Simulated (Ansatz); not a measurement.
# Li on Nb(110): change of the work function, part 2 of 4

Aim: the work function of Nb(110) at several coverages of Li (hollow site), and the dipole that each adsorbate carries.

Ansatz 0.2.0; plane-wave DFT, PBE, Ansatz PAW.

So far, work function, upper face (eV): step 2 (the clean slab) 4.49.

## (3) The covered slab, k-mesh 4×4×1, coverage 0.111 ML

System of this step: Li/Nb(110). The cell holds 37 atoms: 36 Nb and 1 Li. Cell: a = 8.574 Å, b = 8.574 Å, c = 27.502 Å, α = 90.0°, β = 90.0°, γ = 70.5°. Vacuum lies along c.

The clean slab as it ended is repeated in the plane and the adsorbate is set on one face; the cell's size fixes the coverage, and the k-mesh shrinks with it to keep the sampling density about even. Adsorbate and upper layers relax, since the dipole depends on the height.

input.yaml reads:

```yaml
crystal:
  lattice:
    - [7.0003571337, -4.95, 0.0]
    - [7.0003571337, 4.95, 0.0]
    - [0.0, 0.0, 27.5015998139]
  atoms:
    - { symbol: Nb, position: [0.0, 0.0, 0.3272536893] }
    - { symbol: Nb, position: [0.1666666667, 0.1666666667, 0.412101567] }
    - { symbol: Nb, position: [0.0, 0.0, 0.4980102789] }
    - { symbol: Nb, position: [0.1666666667, 0.1666666667, 0.5798435868] }
    - { symbol: Nb, position: [0.0, 0.3333333333, 0.3272536893] }
    - { symbol: Nb, position: [0.1666666667, 0.5, 0.412101567] }
    - { symbol: Nb, position: [0.0, 0.3333333333, 0.4980102789] }
    - { symbol: Nb, position: [0.1666666667, 0.5, 0.5798435868] }
    - { symbol: Nb, position: [0.0, 0.6666666667, 0.3272536893] }
    - { symbol: Nb, position: [0.1666666667, 0.8333333333, 0.412101567] }
    - { symbol: Nb, position: [0.0, 0.6666666667, 0.4980102789] }
    - { symbol: Nb, position: [0.1666666667, 0.8333333333, 0.5798435868] }
    - { symbol: Nb, position: [0.3333333333, 0.0, 0.3272536893] }
    - { symbol: Nb, position: [0.5, 0.1666666667, 0.412101567] }
    - { symbol: Nb, position: [0.3333333333, 0.0, 0.4980102789] }
    - { symbol: Nb, position: [0.5, 0.1666666667, 0.5798435868] }
    - { symbol: Nb, position: [0.3333333333, 0.3333333333, 0.3272536893] }
    - { symbol: Nb, position: [0.5, 0.5, 0.412101567] }
    - { symbol: Nb, position: [0.3333333333, 0.3333333333, 0.4980102789] }
    - { symbol: Nb, position: [0.5, 0.5, 0.5798435868] }
    - { symbol: Nb, position: [0.3333333333, 0.6666666667, 0.3272536893] }
    - { symbol: Nb, position: [0.5, 0.8333333333, 0.412101567] }
    - { symbol: Nb, position: [0.3333333333, 0.6666666667, 0.4980102789] }
    - { symbol: Nb, position: [0.5, 0.8333333333, 0.5798435868] }
    - { symbol: Nb, position: [0.6666666667, 0.0, 0.3272536893] }
    - { symbol: Nb, position: [0.8333333333, 0.1666666667, 0.412101567] }
    - { symbol: Nb, position: [0.6666666667, 0.0, 0.4980102789] }
    - { symbol: Nb, position: [0.8333333333, 0.1666666667, 0.5798435868] }
    - { symbol: Nb, position: [0.6666666667, 0.3333333333, 0.3272536893] }
    - { symbol: Nb, position: [0.8333333333, 0.5, 0.412101567] }
    - { symbol: Nb, position: [0.6666666667, 0.3333333333, 0.4980102789] }
    - { symbol: Nb, position: [0.8333333333, 0.5, 0.5798435868] }
    - { symbol: Nb, position: [0.6666666667, 0.6666666667, 0.3272536893] }
    - { symbol: Nb, position: [0.8333333333, 0.8333333333, 0.412101567] }
    - { symbol: Nb, position: [0.6666666667, 0.6666666667, 0.4980102789] }
    - { symbol: Nb, position: [0.8333333333, 0.8333333333, 0.5798435868] }
    - { symbol: Li, position: [0.28, 0.28, 0.6727463107] }
kpoints:
  mp_grid: { grid: [4, 4, 1] }
hamiltonian:
  xc: pbe
scf:
  occupations: { method: fermi_dirac, width: 0.1 }
  convergence: { dr2_threshold: 1.0e-08 }
efield:
  axis: 3
  dipole_correction: true
  ramp_position: 0.97
  ramp_width: 0.06
relax:
  f_tol: 0.02
  max_steps: 60
  constraints:
    - { sites: [0, 1, 4, 5, 8, 9, 12, 13, 16, 17, 20, 21, 24, 25, 28, 29, 32, 33] }
output:
  write_potential: true
  write_density: true
  volumetric_format: npy
```

Command:

```sh
$ ansatz run input.yaml --threads 8 --pin off --max-ram 16384MiB --backend cpu --events-out ev --progress --plain --runs-dir out
```

Standard output:

```text
[...]
Crystal: 37 atoms, lattice volume = 1905.958 Å³
Basis set: ecut = 420 eV, 37321 PW (Γ), exchange–correlation on 120×120×384 points (8 copies of the dense FFT grid, shifted against one another)
Bands: 283, of which v1, the nominal top of the filled ones, is band 236 counted from 1 (235 counted from 0)
Symmetry: 2 space group operations
[...]
k-points: 7 of 16 (time reversal used)
[...]
SCF iter   1: F=—  HF=-164071.053693 eV  |F-HF|=—  |Δ(HF+E_count)|=         —  Δρ=8.74e-3  dr2=2.62e1  ethr=1.77e-3  p=0.513 e·Å  D=4.87e-2 V/Å  ΔV_dip=-1.34 eV  dr2_dipole=7.94e-1  V_vac-E_F(+/−)=3.56/4.90 eV  ⟨swp⟩=11.7  Hψ=9856  notcnv=0
[...]
SCF iter  10: F=-164070.230598 eV  HF=-164070.230598 eV  |F-HF|=4.57e-9  |Δ(HF+E_count)|=   2.81e-8  Δρ=2.05e-7  dr2=1.70e-9  ethr=2.12e-12  p=0.483 e·Å  D=4.58e-2 V/Å  ΔV_dip=-1.26 eV  dr2_dipole=2.37e-10  V_vac-E_F(+/−)=3.27/4.53 eV  ⟨swp⟩=10.3  Hψ=13000  notcnv=0
SCF 1 converged in 10 iterations: F = -164070.230598 eV  dr2 = 1.70e-9
[...]
relax step   1: F+E_penalty+E_count = -164070.23059769 eV  Δ(F+E_penalty+E_count) = +0.000e0 eV  max|allowed force component| = 1.457e-1 eV/Å  Δτ_max = 0.0000 Å  (10 SCF iters, accepted)
[...]
SCF iter   9: F=-164070.210045 eV  HF=-164070.210045 eV  |F-HF|=1.10e-8  |Δ(HF+E_count)|=   5.61e-8  Δρ=2.99e-7  dr2=3.38e-9  ethr=2.12e-12  p=0.429 e·Å  D=4.08e-2 V/Å  ΔV_dip=-1.12 eV  dr2_dipole=2.88e-11  V_vac-E_F(+/−)=3.41/4.53 eV  ⟨swp⟩=10.0  Hψ=13493  notcnv=0
SCF 2 converged in 9 iterations: F = -164070.210045 eV  dr2 = 3.38e-9
relax step   2: F+E_penalty+E_count = -164070.21004535 eV  Δ(F+E_penalty+E_count) = +2.055e-2 eV  max|allowed force component| = 2.637e-1 eV/Å  Δτ_max = 0.1525 Å  (9 SCF iters, rejected (line search))
SCF iter   1: F=—  HF=-164070.265617 eV  |F-HF|=—  |Δ(HF+E_count)|=         —  Δρ=2.09e-3  dr2=1.56e-1  ethr=3.12e-4  p=0.429 e·Å  D=4.08e-2 V/Å  ΔV_dip=-1.12 eV  dr2_dipole=3.24e-3  V_vac-E_F(+/−)=3.41/4.53 eV  ⟨swp⟩=12.1  Hψ=6816  notcnv=0
[...]
SCF iter   9: F=-164070.250640 eV  HF=-164070.250640 eV  |F-HF|=8.32e-9  |Δ(HF+E_count)|=   2.80e-8  Δρ=2.57e-7  dr2=2.10e-9  ethr=2.12e-12  p=0.456 e·Å  D=4.33e-2 V/Å  ΔV_dip=-1.19 eV  dr2_dipole=2.73e-10  V_vac-E_F(+/−)=3.34/4.53 eV  ⟨swp⟩=9.4  Hψ=13162  notcnv=0
SCF 3 converged in 9 iterations: F = -164070.250640 eV  dr2 = 2.10e-9
relax step   3: F+E_penalty+E_count = -164070.25063973 eV  Δ(F+E_penalty+E_count) = -2.004e-2 eV  max|allowed force component| = 4.629e-2 eV/Å  Δτ_max = 0.0758 Å  (9 SCF iters, accepted)
[...]
relax step   4: F+E_penalty+E_count = -164070.25543736 eV  Δ(F+E_penalty+E_count) = -4.798e-3 eV  max|allowed force component| = 3.482e-2 eV/Å  Δτ_max = 0.1000 Å  (8 SCF iters, accepted)
[...]
relax step   5: F+E_penalty+E_count = -164070.25958956 eV  Δ(F+E_penalty+E_count) = -4.152e-3 eV  max|allowed force component| = 3.834e-2 eV/Å  Δτ_max = 0.1478 Å  (8 SCF iters, accepted)
[...]
relax step   6: F+E_penalty+E_count = -164070.26256345 eV  Δ(F+E_penalty+E_count) = -2.974e-3 eV  max|allowed force component| = 6.622e-2 eV/Å  Δτ_max = 0.2000 Å  (9 SCF iters, accepted)
[...]
relax step   7: F+E_penalty+E_count = -164070.26473162 eV  Δ(F+E_penalty+E_count) = -2.168e-3 eV  max|allowed force component| = 2.531e-2 eV/Å  Δτ_max = 0.1502 Å  (8 SCF iters, accepted)
[...]
relax step   8: F+E_penalty+E_count = -164070.26514249 eV  Δ(F+E_penalty+E_count) = -4.109e-4 eV  max|allowed force component| = 1.820e-2 eV/Å  Δτ_max = 0.0751 Å  (8 SCF iters, accepted)
SCF iter   1: F=—  HF=-164070.265162 eV  |F-HF|=—  |Δ(HF+E_count)|=         —  Δρ=2.18e-4  dr2=4.61e-3  ethr=3.64e-6  p=0.438 e·Å  D=4.16e-2 V/Å  ΔV_dip=-1.14 eV  dr2_dipole=9.30e-4  V_vac-E_F(+/−)=3.38/4.53 eV  ⟨swp⟩=12.3  Hψ=7275  notcnv=0
[...]
SCF iter   7: F=-164070.265302 eV  HF=-164070.265302 eV  |F-HF|=8.67e-9  |Δ(HF+E_count)|=   2.67e-8  Δρ=2.52e-7  dr2=2.28e-9  ethr=2.12e-12  p=0.443 e·Å  D=4.21e-2 V/Å  ΔV_dip=-1.16 eV  dr2_dipole=3.39e-11  V_vac-E_F(+/−)=3.37/4.53 eV  ⟨swp⟩=10.0  Hψ=13710  notcnv=0
SCF 9 converged in 7 iterations: F = -164070.265302 eV  dr2 = 2.28e-9
relax step   9: F+E_penalty+E_count = -164070.26530228 eV  Δ(F+E_penalty+E_count) = -1.598e-4 eV  max|allowed force component| = 1.654e-2 eV/Å  Δτ_max = 0.0330 Å  (7 SCF iters, accepted)
NSCF: frozen V_eff on 7 k-points
the band table was solved once a step of the walk had ended and its energy, with any forces and stress, was formed, with the checks that follow a solve (7565 applications of the Hamiltonian). They found nothing against the state; the energy, forces and stress were not computed again (output.eigenvalues in the input reference)
SCF converged after 7 iterations
Free energy (F): -164070.265302 eV
[...]
Internal energy: -164068.688521 eV  (E = F + TS)
E sigma→0 (E₀):  -164069.476912 eV
Entropy (-TS):   -1.576781 eV (-42.616 meV/atom)
Fermi energy:    3.642210 eV
Dipole field:    D = 0.042081 V/Å  (p = 0.443235 e·Å, saw-weighted, corrected)
Work function:   Φ+ = 3.3697 eV   Φ− = 4.5270 eV
[...]
--- Forces (eV/Å), atoms counted from 1 ---
  atom   1  Nb     0.00533716    -0.00000000     0.34163075
  atom   2  Nb    -0.00524529    -0.00000000    -0.32954842
  atom   3  Nb    -0.01212906    -0.00000000    -0.00550979
  atom   4  Nb    -0.00366100     0.00000000     0.00905721
  atom   5  Nb    -0.00421368     0.00022970     0.33820080
  atom   6  Nb    -0.00055135    -0.02087298    -0.36153917
  atom   7  Nb    -0.00851167     0.00194880    -0.00316696
  atom   8  Nb    -0.00005282     0.00142041     0.01654361
  atom   9  Nb     0.00013351    -0.00814951     0.33901164
  atom  10  Nb     0.02005478    -0.00364542    -0.31898319
  atom  11  Nb    -0.00311985     0.00886807     0.00286434
  atom  12  Nb     0.00272767     0.00218206    -0.00218214
  atom  13  Nb    -0.00421368    -0.00022970     0.33820080
  atom  14  Nb    -0.00055135     0.02087298    -0.36153917
  atom  15  Nb    -0.00851167    -0.00194880    -0.00316696
  atom  16  Nb    -0.00005282    -0.00142041     0.01654361
  atom  17  Nb     0.00004410     0.00000000     0.33146164
  atom  18  Nb     0.00334717     0.00000000    -0.32946834
  atom  19  Nb     0.00500951     0.00000000    -0.00599783
  atom  20  Nb     0.00165955    -0.00000000     0.00496207
  atom  21  Nb     0.00419566    -0.00044326     0.33782701
  atom  22  Nb    -0.02125149     0.00485556    -0.32091471
  atom  23  Nb     0.01181816     0.00392826    -0.00467542
  atom  24  Nb    -0.00282493    -0.00062393    -0.00014719
  atom  25  Nb     0.00013351     0.00814951     0.33901164
  atom  26  Nb     0.02005478     0.00364542    -0.31898319
  atom  27  Nb    -0.00311985    -0.00886807     0.00286434
  atom  28  Nb     0.00272767    -0.00218206    -0.00218214
  atom  29  Nb     0.00419566     0.00044326     0.33782701
  atom  30  Nb    -0.02125149    -0.00485556    -0.32091471
  atom  31  Nb     0.01181816    -0.00392826    -0.00467542
  atom  32  Nb    -0.00282493     0.00062393    -0.00014719
  atom  33  Nb    -0.00540872     0.00000000     0.34100570
  atom  34  Nb     0.00028119     0.00000000    -0.38573990
  atom  35  Nb     0.00728599     0.00000000    -0.00019813
  atom  36  Nb     0.00681396    -0.00000000    -0.00170338
  atom  37  Li    -0.00014748    -0.00000000    -0.01562853
  max |Σ_I F_I| component: 4.95e-6 eV/Å
--- Band table (eV; the first three rows and the last of 7) ---
  k-point 0: bands = [... 232 lower, 3.8356, 3.8445, 3.8562, 3.8653, 3.8879, 3.9118, 3.9638, 3.9644, ... 43 higher]
  k-point 1: bands = [... 232 lower, 3.6147, 3.6359, 3.6463, 3.7121, 3.7360, 3.7740, 3.8040, 3.8286, ... 43 higher]
  k-point 2: bands = [... 232 lower, 3.4542, 3.4667, 3.4750, 3.6002, 3.6082, 3.7285, 3.7440, 3.8011, ... 43 higher]
  k-point 6: bands = [... 232 lower, 3.4319, 3.5092, 3.5165, 3.5171, 3.5751, 3.6121, 3.6186, 3.6191, ... 43 higher]
--- Relaxed structure (9 steps of the walk, 8 accepted, 0 SCFs on fresh bases) ---
  F+E_penalty+E_count = -164070.26530228 eV   max|allowed force component| = 1.654e-2 eV/Å
  atoms:
    - { symbol: Nb, position: [0.0, 0.0, 0.327254] }
    - { symbol: Nb, position: [0.166667, 0.166667, 0.412102] }
    - { symbol: Nb, position: [-0.000304588, -0.000304588, 0.497921] }
    - { symbol: Nb, position: [0.167445, 0.167445, 0.580365] }
    - { symbol: Nb, position: [0.0, 0.3333333333, 0.327254] }
    - { symbol: Nb, position: [0.166667, 0.5, 0.412102] }
    - { symbol: Nb, position: [-0.000162432, 0.333170, 0.498031] }
    - { symbol: Nb, position: [0.165798, 0.500830, 0.579218] }
    - { symbol: Nb, position: [0.0, 0.6666666667, 0.327254] }
    - { symbol: Nb, position: [0.166667, 0.8333333333, 0.412102] }
    - { symbol: Nb, position: [-0.000740764, 0.667409, 0.497338] }
    - { symbol: Nb, position: [0.165817, 0.832531, 0.580391] }
    - { symbol: Nb, position: [0.3333333333, 0.0, 0.327254] }
    - { symbol: Nb, position: [0.5, 0.166667, 0.412102] }
    - { symbol: Nb, position: [0.333170, -0.000162432, 0.498031] }
    - { symbol: Nb, position: [0.500830, 0.165798, 0.579218] }
    - { symbol: Nb, position: [0.3333333333, 0.3333333333, 0.327254] }
    - { symbol: Nb, position: [0.500000, 0.500000, 0.412102] }
    - { symbol: Nb, position: [0.333270, 0.333270, 0.497822] }
    - { symbol: Nb, position: [0.499209, 0.499209, 0.580381] }
    - { symbol: Nb, position: [0.333333, 0.6666666667, 0.327254] }
    - { symbol: Nb, position: [0.500000, 0.8333333333, 0.412102] }
    - { symbol: Nb, position: [0.333466, 0.666725, 0.498036] }
    - { symbol: Nb, position: [0.500810, 0.834035, 0.580380] }
    - { symbol: Nb, position: [0.6666666667, 0.0, 0.327254] }
    - { symbol: Nb, position: [0.8333333333, 0.166667, 0.412102] }
    - { symbol: Nb, position: [0.667409, -0.000740764, 0.497338] }
    - { symbol: Nb, position: [0.832531, 0.165817, 0.580391] }
    - { symbol: Nb, position: [0.6666666667, 0.333333, 0.327254] }
    - { symbol: Nb, position: [0.8333333333, 0.500000, 0.412102] }
    - { symbol: Nb, position: [0.666725, 0.333466, 0.498036] }
    - { symbol: Nb, position: [0.834035, 0.500810, 0.580380] }
    - { symbol: Nb, position: [0.6666666667, 0.6666666667, 0.327254] }
    - { symbol: Nb, position: [0.833333, 0.833333, 0.412102] }
    - { symbol: Nb, position: [0.666961, 0.666961, 0.497878] }
    - { symbol: Nb, position: [0.833178, 0.833178, 0.580422] }
    - { symbol: Li, position: [0.333367, 0.333367, 0.669505] }
```

Wall time 7 min (8 threads of Intel Xeon at 2.60GHz (Ice Lake), shared host); peak memory 13 GiB; 54 min of CPU time.

Step by step:

| step | energy less that of the first step (eV) | largest force component (eV/Å) |
| --- | --- | --- |
| 1 | 0.0000 | 0.1457 |
| 2 | 0.0206 | 0.2637 |
| 3 | -0.0200 | 0.0463 |
| 4 | -0.0248 | 0.0348 |
| 5 | -0.0290 | 0.0383 |
| 6 | -0.0320 | 0.0662 |
| 7 | -0.0341 | 0.0253 |
| 8 | -0.0345 | 0.0182 |
| 9 | -0.0347 | 0.0165 |

Relaxation step 2 was tried and not accepted.

Forces are held to the 2 operations that the program found; a distortion that breaks them can't arise in this run.

The atoms that moved most (Å):

| atom | dx | dy | dz | length |
| --- | --- | --- | --- | --- |
| Li37 | 0.747 | 0.000 | -0.089 | 0.752 |
| Nb27 | 0.000 | -0.007 | -0.018 | 0.020 |
| Nb11 | 0.000 | 0.007 | -0.018 | 0.020 |
| Nb8 | 0.000 | 0.008 | -0.017 | 0.019 |
| Nb16 | 0.000 | -0.008 | -0.017 | 0.019 |
| Nb28 | -0.012 | 0.000 | 0.015 | 0.019 |
| Nb12 | -0.012 | 0.000 | 0.015 | 0.019 |
| Nb20 | -0.011 | 0.000 | 0.015 | 0.018 |

The relaxed structure:

```xyz
37
Lattice="7.0004 -4.9500 0.0000 7.0004 4.9500 0.0000 0.0000 0.0000 27.5016" Properties=species:S:1:pos:R:3
Nb    0.0000    0.0000    9.0000
Nb    2.3335    0.0000   11.3335
Nb   -0.0043    0.0000   13.6936
Nb    2.3444    0.0000   15.9610
Nb    2.3335    1.6500    9.0000
Nb    4.6669    1.6500   11.3335
Nb    2.3312    1.6500   13.6967
Nb    4.6666    1.6584   15.9294
Nb    4.6669    3.3000    9.0000
Nb    7.0004    3.3000   11.3335
Nb    4.6669    3.3073   13.6776
Nb    6.9888    3.3002   15.9617
Nb    2.3335   -1.6500    9.0000
Nb    4.6669   -1.6500   11.3335
Nb    2.3312   -1.6500   13.6967
Nb    4.6666   -1.6584   15.9294
Nb    4.6669    0.0000    9.0000
Nb    7.0004    0.0000   11.3335
Nb    4.6660    0.0000   13.6909
Nb    6.9893    0.0000   15.9614
Nb    7.0004    1.6500    9.0000
Nb    9.3338    1.6500   11.3335
Nb    7.0017    1.6496   13.6968
Nb    9.3444    1.6495   15.9614
Nb    4.6669   -3.3000    9.0000
Nb    7.0004   -3.3000   11.3335
Nb    4.6669   -3.3073   13.6776
Nb    6.9888   -3.3002   15.9617
Nb    7.0004   -1.6500    9.0000
Nb    9.3338   -1.6500   11.3335
Nb    7.0017   -1.6496   13.6968
Nb    9.3444   -1.6495   15.9614
Nb    9.3338    0.0000    9.0000
Nb   11.6673    0.0000   11.3335
Nb    9.3379    0.0000   13.6924
Nb   11.6651    0.0000   15.9625
Li    4.6674    0.0000   18.4125
```

Numbers from this step:

* energy at zero smearing: -164069.4769 eV
* work function, upper face: 3.370 eV
* work function, lower face: 4.527 eV
* dipole along the normal: 0.4432 e·Å
* step between the vacuum levels: -1.157 eV

Running mean over 2.333 Å of the planar mean; the ramp of the sawtooth is left out. The electron's electrostatic potential energy less the Fermi level by z:

| z (Å) | electron's electrostatic potential energy less the Fermi level (eV) |
| --- | --- |
| 3.5 | 4.53 |
| 4.0 | 4.53 |
| 4.5 | 4.52 |
| 5.0 | 4.51 |
| 5.5 | 4.47 |
| 6.0 | 4.34 |
| 6.5 | 3.95 |
| 7.0 | 2.80 |
| 7.5 | -0.548 |
| 8.0 | -5.88 |
| 8.5 | -9.87 |
| 9.0 | -11.0 |
| 9.5 | -11.1 |
| 10.0 | -11.0 |
| 10.5 | -10.9 |
| 11.0 | -10.9 |
| 11.5 | -10.9 |
| 12.0 | -10.8 |
| 12.5 | -10.7 |
| 13.0 | -10.8 |
| 13.5 | -10.9 |
| 14.0 | -11.1 |
| 14.5 | -11.6 |
| 15.0 | -11.7 |
| 15.5 | -11.4 |
| 16.0 | -11.1 |
| 16.5 | -9.66 |
| 17.0 | -5.55 |
| 17.5 | -0.579 |
| 18.0 | 2.19 |
| 18.5 | 2.98 |
| 19.0 | 3.13 |
| 19.5 | 3.21 |
| 20.0 | 3.31 |
| 20.5 | 3.35 |
| 21.0 | 3.36 |
| 21.5 | 3.37 |
| 22.0 | 3.37 |
| 22.5 | 3.37 |
| 23.0 | 3.37 |
| 23.5 | 3.37 |
| 24.0 | 3.37 |

The relaxation took 9 steps and lowered the energy by 0.035 eV; the largest force on the free atoms ends at 0.017 eV/Å.

The covered face has 3.37 eV, -1.12 eV against the clean one; the bare back face has moved by -0.00 eV, a measure of how thin the slab is.

(Continued in part 3 of 4.)

[Long decimals in the printed logs are rounded to 6 places.]

[Logs are printed without paths, hosts, clocks, repeated set-up lines and the standing remarks that a program may print on its own settings, such as how far it seeks lower states.]

[Hosts, paths, dates, database ids (printed as entryN), source tags and the programs' standing remarks are cut or masked in the printed files.]

[Maps of the electrostatic potential energy from Ansatz leave out the sawtooth potential of an applied field or a dipole correction, so their vacuum need not be flat; planar profiles and work functions include it.]
